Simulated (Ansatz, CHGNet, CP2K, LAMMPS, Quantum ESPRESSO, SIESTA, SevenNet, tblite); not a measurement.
**Other levels on Zn2+ BF4- in dimethoxyethane and tetrahydrofuran at 400 K (85 atoms)**

Density of this cell: 1.15 g/cm³. The cell holds 85 atoms: 20 C, 8 O, 46 H, 2 B, 8 F and 1 Zn. Cell: a = 9.806 Å, b = 9.806 Å, c = 9.806 Å, α = 90.0°, β = 90.0°, γ = 90.0°. 3 dimethoxyethane, 2 tetrahydrofuran, 1 Zn2+, 2 BF4- placed at random, at 1.15 g/cm³; overlaps pushed apart, then 10 ps at 550 K with stiff harmonic cages for PF6 and BF4 with UFF radii; divalent ions of Li, Roberts, Chakravorty and Merz (J. Chem. Theory Comput. 9, 2733 (2013)); MMFF94 bonds, angles, torsions, charges and radii (Halgren, J. Comput. Chem. 17, 490 (1996)) in harmonic and 12-6 forms; charges of ions scaled by 0.8. Snapshot after 30 ps at 400 K and fixed volume.

Geometry: as built.

The reference, a calculation:

```
method                                           : Kohn-Sham DFT, PBE, SSSP efficiency 1.3.0 pseudopotentials, plane waves (Quantum ESPRESSO 7.5); sssp-pbe-1.3.0-efficiency, cutoffs 60/480 Ry, Γ point
r.m.s. force component                           : 1.053 eV/Å
longest force                                    : 4.129 eV/Å
pressure                                         : 5.656 GPa
gap (highest filled to lowest empty level) : 3.953 eV
time                                             : 92 s on 2 MPI ranks of Arm Neoverse V2, shared host
CPU time                                         : 3.1 min
```

**Question.** The same geometry is run in other programs. How far does each lie from the reference, and what does it cost?
- SIESTA PBE, DZP, shift 0.01 Ry, mesh 500 Ry (SIESTA 5.4.2; 2 MPI ranks)
- CP2K PBE, DZVP-MOLOPT-SR, 280/50 Ry, OT DIIS (CP2K 2026.2; 2 threads)
- SevenNet l3i5 potential (SevenNet l3i5; 1 thread)
- SIESTA RPBE, PBE potentials, DZP, shift 0.01 Ry, mesh 500 Ry (SIESTA 5.4.2; 2 MPI ranks)
- tblite GFN1-xTB (tblite 0.8.0; 1 thread)
- SevenNet 0 potential (SevenNet 0; 1 thread)
- CHGNet 0.3.0 potential (CHGNet 0.3.0; 1 thread)

Differences are against the plane-wave reference, forces as r.m.s. over components; share is that over the reference's r.m.s. force, slope the least-squares factor from reference forces to these. Total energies of different programs have different zeros and aren't compared.

```
                                                         run  Δ force, r.m.s. (meV/Å)  share (%)  slope  Δ pressure (GPa)  Δ gap (eV)  cores  CPU time  memory (GiB)
                                                   reference                        -          -      -                 -           -      2   3.1 min           2.3
                 SIESTA PBE, DZP, shift 0.01 Ry, mesh 500 Ry                      338       32.1  1.071              1.70       0.298      2     3 min           1.7
       CP2K PBE, DZVP-MOLOPT-SR, 280/50 Ry, OT DIIS (coarse)                      234       22.2  1.038             0.720       0.504      2     5 min          0.63
                                     SevenNet l3i5 potential                      142       13.5  0.966            -0.283           -      1     8.4 s           1.7
SIESTA RPBE, PBE potentials, DZP, shift 0.01 Ry, mesh 500 Ry                      291       27.7  1.088              2.57       0.420      2     3 min           1.7
                                             tblite GFN1-xTB                      391       37.1  0.835             -3.35           -      1     2.1 s          0.16
                                        SevenNet 0 potential                      236       22.4  1.004             0.579           -      1     6.5 s           1.0
                                      CHGNet 0.3.0 potential                      212       20.2  0.927            -0.866           -      1     3.3 s           1.5
```

Rows marked coarse were listed beforehand as settings not expected to be converged; some can still land near the reference.

Times of the machine-learned potentials are mostly Python's start and the loading of weights.

CPU time is summed over cores on a shared host, where runs went side by side, so it is rough. Symmetry, cutoffs, thresholds, outputs and thread counts weren't matched or tuned between programs; memory under MPI is the largest rank's times the ranks.

The PBE run in local orbitals, coarse settings apart, differs by 32 % (SIESTA PBE, DZP, shift 0.01 Ry, mesh 500 Ry); basis, grid and potentials can all enter. Tight binding differs by 37 % (tblite GFN1-xTB); it is another model, with fitted parameters of its own, and the xTB methods hold dispersion. Machine-learned potentials differ by 14 % (SevenNet l3i5 potential) to 22 % (SevenNet 0 potential); they were trained on other programs' data. Rows with another functional or a dispersion term differ by 28 % (SIESTA RPBE, PBE potentials, DZP, shift 0.01 Ry, mesh 500 Ry), which mixes the change of model with differences of basis and potentials, some of them made for another functional. Periodic xTB results under one method name differ between programs and library versions. With short bonds to hydrogen, sets of potentials differ among themselves by several per cent in forces even at converged cutoffs, so the reference isn't exact here either. Machine-learned potentials mimic data converged in k, so the reference's own k-point error enters their differences. The network of contacts between molecules at the start is that of the classical potential that made the cell, and needn't be the one that DFT or experiment would give. The electronic-structure runs sample only Γ, in a cell whose shortest periodic width is 10 Å.

[Logs are printed without paths, hosts, clocks, repeated set-up lines and the standing remarks that a program may print on its own settings, such as how far it seeks lower states.]

[Hosts, paths, dates, database ids (printed as entryN), source tags and the programs' standing remarks are cut or masked in the printed files.]

[The MMFF94 radii named for the starting cell were scaled by 0.96; in molecules described by MMFF94, hydrogen bound to N, O or S took a small fixed 12-6 site in their place.]
